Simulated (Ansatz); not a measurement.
# Lattice dynamics of SbAs (model cell, started as CsCl type), part 2 of 2

Aim: the vibrations of SbAs (model cell, started as CsCl type), their spectra, and whether the structure is stable.

Ansatz 0.2.0; DFT PBEsol, scalar-relativistic, plane waves, PAW.

So far. Step 4 (Tight relaxation): The forces vanish by symmetry and the pressure is -0.002 GPa, within the tolerances set. The cell now holds 21.89 Å³/atom. The relaxed cell has a = 3.525 Å (conventional setting).

The structure was built from a prototype and need not be the compound's stable phase.

### 5. The dispersion

Stability and thermal properties need the whole zone. Linear response on a 4×4×4 q mesh gives force constants as far as a supercell of that size would.

input.yaml reads:

```yaml
crystal:
  lattice:
    - [3.5245974121, 0.0, 0.0]
    - [0.0, 3.5245974121, 0.0]
    - [0.0, 0.0, 3.5245974121]
  atoms:
    - { symbol: Sb, position: [0.0, 0.0, 0.0] }
    - { symbol: As, position: [0.5, 0.5, 0.5] }
kpoints:
  mp_grid: { grid: [12, 12, 12] }
hamiltonian:
  xc: pbesol
scf:
  occupations: { method: methfessel_paxton, width: 0.15 }
output:
  eigenvalues: true
phonons:
  method: dfpt
  qmesh: [4, 4, 4]
  temperatures: { t_max: 1000, t_step: 50 }
  qpath:
    path:
      - [[0.0, 0.0, 0.0], [0.0, 0.5, 0.0], [0.5, 0.5, 0.0], [0.0, 0.0, 0.0], [0.5, 0.5, 0.5], [0.0, 0.5, 0.0]]
      - [[0.5, 0.5, 0.5], [0.5, 0.5, 0.0]]
    npoints: 10
```

On the command line:

```console
ansatz run input.yaml --threads 4 --pin off --max-ram 7168MiB --backend cpu --events-out ev --progress --plain --runs-dir out
```

Numbers of over 12 decimals in the logs are rounded to 6 here.

The program printed:

```text
[...]
Crystal: 2 atoms, lattice volume = 43.785 Å³
Basis set: ecut = 420 eV, 847 PW (Γ), exchange–correlation on 48×48×48 points (8 copies of the dense FFT grid, shifted against one another)
Bands: 19, of which v1, the nominal top of the filled ones, is band 15 counted from 1 (14 counted from 0)
Symmetry: 48 space group operations
k-points: 84 of 1728
[...]
SCF iter   1: F=—  HF=-11220.596305 eV  |F-HF|=—  |Δ(HF+E_count)|=         —  Δρ=4.15e-3  dr2=1.41e-2  ethr=1.77e-3  ⟨swp⟩=5.4  Hψ=7375  notcnv=0
[...]
SCF iter   9: F=-11220.591220 eV  HF=-11220.591220 eV  |F-HF|=9.09e-12  |Δ(HF+E_count)|=  5.64e-11  S|Δr|=    0.00e0  Δρ=1.63e-7  dr2=6.39e-12  ethr=1.00e-12  ⟨swp⟩=4.5  Hψ=8104  notcnv=0
SCF 1 converged in 9 iterations: F = -11220.591220 eV  dr2 = 6.39e-12
[...]
SCF iter   1: F=—  HF=-11220.591219 eV  |F-HF|=—  |Δ(HF+E_count)|=         —  Δρ=5.82e-7  dr2=6.15e-11  ethr=7.38e-8  ⟨swp⟩=2.8  Hψ=11138  notcnv=0
eigensolver tolerance schedule: the retry pair's looser diagonalisation over-reported the residual by 360063.08 of it (diagonalisation noise at an unbounded share of the residual, at the tolerance the schedule requests for it); recorded, not acted on — ethr = c·dr2/N_el stays at c = 1.0e-1
[...]
SCF iter   2: F=—  HF=-11220.591220 eV  |F-HF|=—  |Δ(HF+E_count)|=   1.11e-6  S|Δr|=    0.00e0  Δρ=4.87e-7  dr2=4.53e-11  ethr=1.00e-12  ⟨swp⟩=3.6  Hψ=3895  notcnv=0
[...]
SCF iter   4: F=-11220.591220 eV  HF=-11220.591220 eV  |F-HF|=5.46e-12  |Δ(HF+E_count)|=  1.09e-11  S|Δr|=    0.00e0  Δρ=1.03e-7  dr2=1.85e-12  ethr=1.00e-12  ⟨swp⟩=1.5  Hψ=3916  notcnv=0
SCF 2 converged in 4 iterations: F = -11220.591220 eV  dr2 = 1.85e-12
phonons: the bands overlap, so this run is a metal and interpolates without the dipole-dipole term. If the crystal is really an insulator or semiconductor, its LO-TO splitting is missing
NSCF: frozen V_eff on 84 k-points
[...]
DFPT response loops at q = (0, 0, 0) (fractional): preconditioner auto → Kerker (q_TF=auto, 2.562 Å⁻¹) (partly filled bands, converged f_vac=0.000); β = 1.00, the filter's whole step (`scf.mixing.beta` (0.50) is not read by the response loops under this deck's `scf.mixing.preconditioner`; to damp them name `kerker` or `kerker_dos`, under which they read `scf.mixing.beta`, and type it under 1.00, their step now; both keys bind the ground state too); Broyden in place of MSR1
[...]
SCF converged after 9 iterations
[...]
Free energy (F): -11220.591220 eV
[...]
Internal energy: -11220.591602 eV  (E = F + TS)
E sigma→0 (E₀):  -11220.591315 eV
Entropy (-TS):   0.000382 eV (0.191 meV/atom)
Fermi energy:    12.518310 eV
[...]
--- Band table (eV; the first three rows and the last of 84) ---
  k-point 0: bands = [... 11 lower, 6.6076, 10.4033, 10.4033, 10.4033, 15.8568, 15.8568, 18.6991, 18.6991]
  k-point 1: bands = [... 11 lower, 6.3228, 10.3557, 10.4888, 10.4888, 15.9315, 16.3857, 18.3064, 18.4236]
  k-point 2: bands = [... 11 lower, 5.5537, 10.3763, 10.7434, 10.7434, 16.1555, 17.0148, 17.6838, 17.6838]
  k-point 83: bands = [... 11 lower, 5.2993, 9.4026, 9.4026, 9.4026, 9.5888, 9.5888, 9.5888, 28.6199]
--- Phonons (Γ-DFPT): 2 representative perturbations + reference (Σ response iterations 6) ---
  ASR residual: 7.353e-5 → 0.000e0 eV/Å²; symmetrization residual: 1.472e-5 eV/Å²
  ASR residual per site (eV/Å²): 1.65e-5 7.35e-5
  Γ frequencies (cm⁻¹): 0.00 0.00 0.00 22.26 22.26 22.26
--- Phonons (arbitrary-q DFPT): 10 irreducible q on the 4×4×4 mesh ---
  q = [0.0000, 0.0000, 0.0000] (star 1, of the zone-centre solve; hermiticity 3.48e-4, symmetrization 5.75e-10): -0.00 -0.00 0.00 22.26 22.26 22.26
  q = [0.0000, 0.0000, 0.2500] (star 6, 4 solved perturbations in 1848 linear systems a pass and spin channel, the states on 588 of 1728 k-point pairs; hermiticity 2.62e-5, symmetrization 1.38e-11): -18.38 -18.38 40.02 40.02 51.12 81.34
[...]
q = [0.0000, 0.2500, -0.5000] (star 12, 6 solved perturbations on 588 of 1728 k-point pairs; hermiticity 1.06e-5, symmetrization 7.98e-8): -67.68 -34.52 53.75 55.64 96.40 101.28
[...]
sum rule: each row above includes the acoustic sum rule's correction from the zone centre's row sums; it moved no ω² by more than (0.52 cm⁻¹)²
  mesh force constants: q→R imaginary residual 1.42e-18; ASR residual 7.353e-5 → 0.000e0 eV/Å²; symmetrization residual 8.882e-16 eV/Å²
  interpolated dispersion: 62 rows × 6 modes
  density of states and harmonic sums: on the 20×20×20 q-mesh, interpolated from the force constants of a 4×4×4 supercell (no non-analytic term)
  largest difference from the sums on the solved wave vectors: F 4.20e-2 eV, S 4.52e-5 and C_V 4.91e-6 eV/K
  zero-point energy: 0.020215 eV/cell   skipped modes (ω ≤ 0): 293, of them read as no rigid motion or as one in doubt: 290 (1.041e0 modes/cell left out, lowest -100.26 cm⁻¹)   left out of the sums: 1.74e-1 of the cell's modes: C_V's classical limit lies that fraction below 3 k_B per atom; for a crystal, a wire or a layer, F and S can be off by more, and a phonons.interpolated_qmesh denser along its periods is the remedy for the sampling
```

The job ended after 7.6 min (4 threads of Intel Xeon 6975P-C (Granite Rapids), shared host; peak memory 2.4 GiB).

Numbers from this step:

```
sum-rule residual before enforcement                    : 7.35e-5 eV/Å²
lowest frequency on the path                            : -100.3 cm⁻¹
point group                                             : m-3m
highest frequency on the path or at a solved wavevector : 124 cm⁻¹
highest optical mode at the zone centre (no LO-TO term) : 22.26 cm⁻¹
lowest optical zone-centre mode                         : 22.26 cm⁻¹
lowest mode on the q mesh (acoustic modes at Γ apart)   : -100.3 cm⁻¹
```

Frequencies (cm⁻¹) solved at each irreducible wavevector; negative means imaginary. Frequencies by wavevector, by row:

```
q in reciprocal lattice units  star  mode 1  mode 2  mode 3  mode 4  mode 5  mode 6
                        0 0 0     1       0       0       0    22.3    22.3    22.3
                     0 0 0.25     6   -18.4   -18.4      40      40    51.1    81.3
                     0 0 -0.5     3    34.5    34.5    49.6    49.6   116.9   122.8
                  0 0.25 0.25    12   -36.1   -24.3    32.7    45.2    48.1   106.8
                  0 0.25 -0.5    12   -67.7   -34.5    53.8    55.6    96.4   101.3
                  0 -0.5 -0.5     3  -100.3   -72.2    49.8    49.8    77.7    77.7
               0.25 0.25 0.25     8      38      64      64    66.2      78      78
               0.25 0.25 -0.5    12    35.5    46.8    75.2    90.6    94.4    96.3
               0.25 -0.5 -0.5     6    44.1    57.6    72.2    72.2    81.7    81.7
               -0.5 -0.5 -0.5     1     100     100     100     124     124     124
```

Interpolated from a 4×4×4 q mesh. Phonon branches along the path, in cm⁻¹:

| point | branch 1 | branch 2 | branch 3 | branch 4 | branch 5 | branch 6 |
| --- | --- | --- | --- | --- | --- | --- |
| Γ | 0 | 0 | 0 | 22 | 22 | 22 |
| halfway | -18 | -18 | 40 | 40 | 51 | 81 |
| X | 34 | 34 | 50 | 50 | 117 | 123 |
| halfway | -68 | -34 | 54 | 56 | 96 | 101 |
| M | -100 | -72 | 50 | 50 | 78 | 78 |
| halfway | -36 | -24 | 33 | 45 | 48 | 107 |
| Γ | 0 | 0 | 0 | 22 | 22 | 22 |
| halfway | 38 | 64 | 64 | 66 | 78 | 78 |
| R | 100 | 100 | 100 | 124 | 124 | 124 |
| halfway | 36 | 47 | 75 | 91 | 94 | 96 |
| X | 34 | 34 | 50 | 50 | 117 | 123 |
| jump to R | 100 | 100 | 100 | 124 | 124 | 124 |
| halfway | 44 | 58 | 72 | 72 | 82 | 82 |
| M | -100 | -72 | 50 | 50 | 78 | 78 |

The phonon branches as a text plot (rows in cm⁻¹):

```
    119 |      ***                           ****      ****
    110 |     **  **      ****              *    *    **
    101 |    *     *                     *** **********   **
     91 |     *     **   *    *             **  *****      **
     82 |   *        ****               *   *    *** *     ***
     73 |    *          **     *     *** ***      * **       ****
     63 |                 *         *   *  *       *  *     *
     54 |   *  **************   *      * **        *   ***   ****
     45 |  ****  **          **      ***            *  **    *
     35 | *    ***         *****   *    *           *   **
     26 |  *                    ********             * *
     17 |**       *            * *                    *
      7 |*    *                 *  *
     -2 |                         *
    -12 |  * *                 * *   **
    -21 |   *     **       ****     *
    -30 |                       *
    -40 |                 *  ***
    -49 |          **                                         *
    -58 |            *   * **                                  *
    -68 |             ***                                     * *
    -77 |           *     *
    -86 |            *   *                                     *
    -96 |             ***                                       *
         Γ      X      M          Γ            R        X|R     M
```

The phonon density of states has structure finer than the step of the table below, so its rows give means over 5 cm⁻¹, whole bins alone (the curve runs from -101 to 125 cm⁻¹). Peaks (cm⁻¹: height): -17.0: 0.0287, 57.0: 0.0828, 93.0: 0.0659.

Tetrahedra on a 20×20×20 mesh, mean over bins of 2 cm-1. Interpolated from a 4×4×4 q mesh. Table of phonon density of states by wavenumber; means over each step:

wavenumber (cm⁻¹), phonon density of states (1/cm⁻¹/cell) and a bar:
```
      -95     0.0020 
      -90     0.0028 
      -85     0.0034 #
      -80     0.0037 #
      -75     0.0041 #
      -70     0.0053 #
      -65     0.0070 ##
      -60     0.0080 ##
      -55     0.0089 ###
      -50     0.0097 ###
      -45     0.0103 ###
      -40     0.0113 ####
      -35     0.0160 ######
      -30     0.0216 ########
      -25     0.0212 ########
      -20     0.0219 ########
      -15     0.0207 #######
      -10     0.0135 #####
       -5     0.0120 ####
        0     0.0117 ####
        5     0.0117 ####
       10     0.0137 #####
       15     0.0160 ######
       20     0.0213 ########
       25     0.0301 ###########
       30     0.0392 ###############
       35     0.0440 #################
       40     0.0414 ################
       45     0.0420 ################
       50     0.0533 ####################
       55     0.0773 ##############################
       60     0.0657 #########################
       65     0.0540 #####################
       70     0.0484 ###################
       75     0.0504 ###################
       80     0.0614 ########################
       85     0.0585 ######################
       90     0.0597 #######################
       95     0.0612 ########################
      100     0.0472 ##################
      105     0.0385 ###############
      110     0.0293 ###########
      115     0.0144 #####
      120     0.0055 #
```

Phonopy on the run's constants, 17x17x17 mesh, Gaussian sigma 2.0 cm-1. Interpolated from a 4×4×4 q mesh. The partial phonon density of states by wavenumber; read off at these points; values in 1/cm⁻¹/cell:

```csv
wavenumber (cm⁻¹),As,Sb
-105.0,8.7e-6,0
-100.0,6.5e-4,0
-95.0,0.00226,0
-90.0,0.00326,0
-85.0,0.00321,1.0e-5
-80.0,0.00388,2.1e-5
-75.0,0.00450,1.3e-4
-70.0,0.00447,0.00126
-65.0,0.00439,0.00269
-60.0,0.00454,0.00279
-55.0,0.00509,0.00479
-50.0,0.00562,0.00421
-45.0,0.00398,0.00477
-40.0,0.00698,0.00665
-35.0,0.0126,0.00587
-30.0,0.0132,0.0119
-25.0,0.00931,0.0111
-20.0,0.0151,0.0146
-15.0,0.00868,0.00874
-10.0,0.00627,0.00458
-5.0,0.00278,0.00308
0.0,1.4e-4,4.5e-4
5.0,0.00179,0.00507
10.0,0.00428,0.00801
15.0,0.00465,0.00970
20.0,0.0121,0.0167
23.5,0.0174,0.0214
25.0,0.0144,0.0184
30.0,0.0149,0.0251
35.0,0.0154,0.0271
40.0,0.0172,0.0228
45.0,0.0255,0.0237
50.0,0.0290,0.0245
55.0,0.0364,0.0376
55.9,0.0375,0.0388
60.0,0.0299,0.0365
65.0,0.0258,0.0288
70.0,0.0197,0.0255
75.0,0.0222,0.0302
80.0,0.0275,0.0363
85.0,0.0232,0.0306
90.0,0.0318,0.0285
93.0,0.0351,0.0257
95.0,0.0334,0.0247
100.0,0.0291,0.0184
105.0,0.0252,0.0140
110.0,0.0189,0.0128
115.0,0.0105,0.00473
120.0,0.00490,0.00119
125.0,6.3e-4,5.8e-5
130.0,6.2e-7,0
```

Second derivatives of the energy by pair, one row for each kind of neighbour of each atom listed. Each entry sums the pair over the periodic images of the supercell that the q mesh stands for, and in a polar crystal it holds the long-range dipole part too. Force constants by pair, by row:

```csv
atom,neighbour,distance (Å),third of the trace (eV/Å²),along the pair's line (eV/Å²)
Sb1,itself,0,1.685,–
Sb1,As,3.052,0.1032,-0.1034
Sb1,Sb,3.525,-0.1883,-0.9055
Sb1,Sb,4.985,0.0118,0.0092
Sb1,As,5.845,-0.0152,-0.0594
Sb1,Sb,6.105,-0.1581,-0.407
Sb1,Sb,7.049,-0.0409,0.0029
As2,itself,0,1.098,–
As2,Sb,3.052,0.1032,-0.1034
As2,As,3.525,-0.1593,-0.6795
As2,As,4.985,0.0535,0.0801
As2,Sb,5.845,-0.0152,-0.0594
As2,As,6.105,-0.1574,-0.3794
As2,As,7.049,-0.0603,-0.1184
```

Symmetry leaves 10 wavevectors to solve. The lowest mode among them, the acoustic zeros apart, lies at q = (0, -0.5, -0.5) and is imaginary, 100.3i cm⁻¹, so the energy falls along it.

### 6. Another isotope

An isotope changes the mass and not the force constants, so no new electronic calculation is needed; the shifts show which modes move this element.

The same force constants with the mass of Sb changed from 121.760 to 122.904 u (phonopy, no LO-TO term). Both lists are sorted by frequency; levels can cross, so a row need not hold one and the same mode. Modes under 3 cm⁻¹ are left out. Isotope shifts, by row:

```csv
q,rank,natural mass (cm⁻¹),changed mass (cm⁻¹)
0 0 0,4,22.26,22.22
0 0 0,5,22.26,22.22
0 0 0,6,22.26,22.22
0 0 0.25,1,-18.38,-18.33
0 0 0.25,2,-18.38,-18.33
0 0 0.25,3,40.02,39.93
0 0 0.25,4,40.02,39.93
0 0 0.25,5,51.12,51.01
0 0 0.25,6,81.34,81.13
0 0 -0.5,1,34.46,34.3
0 0 -0.5,2,34.46,34.3
0 0 -0.5,3,49.6,49.6
0 0 -0.5,4,49.6,49.6
0 0 -0.5,5,116.9,116.4
0 0 -0.5,6,122.8,122.8
0 0.25 0.25,1,-36.14,-36.08
0 0.25 0.25,2,-24.26,-24.22
0 0.25 0.25,3,32.72,32.63
0 0.25 0.25,4,45.17,45.02
0 0.25 0.25,5,48.07,47.94
0 0.25 0.25,6,106.8,106.5
```

A mode of this element alone would shift by -0.47 %. The highest zone-centre frequency without the field goes from 22.3 to 22.2 cm⁻¹ (-0.2 %). The product of the frequency ratios over all optical modes at Γ is 0.995; the product rule, (m/m′)^(3k/2) (M′/M)^(3/2) with k = 1 such atoms and M the mass of the cell, gives 0.995.

### 7. Results

```yaml
space_group_after_relaxation_within_0p01_a: Pm-3m
volume_per_atom: 21.9 Å³
electronic_character: no gap on this mesh
highest_optical_mode_at_the_zone_centre_no_lo_to_term: 22.3 cm⁻¹
lowest_optical_zone_centre_mode: 22.3 cm⁻¹
lowest_mode_on_the_q_mesh_acoustic_modes_at_gamma_apart: -100 cm⁻¹
highest_frequency_on_the_path_or_at_a_solved_wavevector: 124 cm⁻¹
imaginary_modes_on_the_4x4x4_q_mesh: yes
```

**Reading.** Modes are clearly imaginary (beyond 10i cm⁻¹) at 4 of the 10 irreducible wavevectors, most at q = (0, -0.5, -0.5) (100.3i cm⁻¹), so this structure is not a minimum of the energy. The optical modes at Γ form one degenerate level at 22 cm⁻¹. With no gap, or one that is small against the smearing, the frequencies hang on the k mesh and the smearing, most of all near Kohn anomalies. Spin-orbit coupling is left out, which can matter for the heavy elements here. A phonon run warned that its eigensolver left some bands unconverged in a pass. The starting cell was built on a prototype and not taken from a measurement, so the phase need not exist. These are harmonic frequencies at zero temperature: anharmonic shifts, linewidths and thermal expansion are left out.

[Logs are printed without paths, hosts, clocks, repeated set-up lines and the standing remarks that a program may print on its own settings, such as how far it seeks lower states.]

[Hosts, paths, dates, database ids (printed as entryN), source tags and the programs' standing remarks are cut or masked in the printed files.]
